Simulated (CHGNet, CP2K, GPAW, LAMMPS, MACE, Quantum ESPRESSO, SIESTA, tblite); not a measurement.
**Other levels on glassy 68SiO2-14MgO-11ZnO-7BaO (mol %) (75 atoms)**

Density of this cell: 3.15 g/cm³. The cell holds 75 atoms: 19 Si, 4 Mg, 3 Zn, 2 Ba and 47 O. Cell: a = 9.925 Å, b = 9.925 Å, c = 9.925 Å, α = 90.0°, β = 90.0°, γ = 90.0°. 75 atoms (19 Si, 4 Mg, 3 Zn, 2 Ba, 47 O) placed at random at 3.15 g/cm³, melted at 4000 K for 10 ps at fixed volume with the Morse and Coulomb pair potential with partial charges (Pedone, Malavasi, Menziani, Cormack and Segre, J. Phys. Chem. B 110, 11780 (2006)). Quenched from 4000 K to 300 K at 25 K/ps and fixed volume, held 5 ps, then minimised at fixed cell.

Geometry: as built.

The reference, a calculation:

| Property | Result |
| --- | --- |
| method | Kohn-Sham DFT, PBE, SSSP efficiency 1.3.0 pseudopotentials, plane waves (Quantum ESPRESSO 7.5); sssp-pbe-1.3.0-efficiency, cutoffs 60/480 Ry, Γ point |
| r.m.s. force component | 0.9872 eV/Å |
| longest force | 3.172 eV/Å |
| pressure | 6.011 GPa |
| gap (highest filled to lowest empty level) | 3.666 eV |
| time | 4.2 min on 4 MPI ranks of Intel Xeon Platinum 8259CL at 2.50GHz (Skylake/Cascade Lake), shared host |
| CPU time | 17 min |

Runs, in no order:
A. tblite GFN1-xTB: GFN1-xTB tight binding, diagonalisation
B. MACE MPA-0 medium potential: machine-learned interatomic potential MACE MPA-0 medium, trained on PBE(+U) plane-wave data
C. SIESTA PBE, DZ, shift 0.01 Ry, mesh 500 Ry: Kohn-Sham DFT, PBE, PseudoDojo 0.4.1 norm-conserving pseudopotentials (converted to PSML), numerical atomic orbitals (DZ), diagonalisation
D. SIESTA PBE, DZP, shift 0.01 Ry, mesh 500 Ry: Kohn-Sham DFT, PBE, PseudoDojo 0.4.1 norm-conserving pseudopotentials (converted to PSML), numerical atomic orbitals (DZP), diagonalisation

**Question.** Rank the runs by how far their forces lie from the reference's, least first.

B, D, A, C.

| run | Δ force, r.m.s. (meV/Å) | share of r.m.s. force (%) | CPU time |
| --- | --- | --- | --- |
| B. MACE MPA-0 medium potential | 61.1 | 6.19 | 11 s |
| D. SIESTA PBE, DZP, shift 0.01 Ry, mesh 500 Ry | 205 | 20.7 | 7.4 min |
| A. tblite GFN1-xTB | 635 | 64.3 | 11 s |
| C. SIESTA PBE, DZ, shift 0.01 Ry, mesh 500 Ry | 1026 | 104 | 3.5 min |

Periodic xTB results under one method name differ between programs and library versions. Machine-learned potentials mimic data converged in k, so the reference's own k-point error enters their differences. The network of bonds at the start is that of the classical potential that made the cell, and needn't be the one that DFT or experiment would give. The electronic-structure runs sample only Γ, in a cell whose shortest periodic width is 10 Å.

[Hosts, paths, dates, database ids (printed as entryN), source tags and the programs' standing remarks are cut or masked in the printed files.]
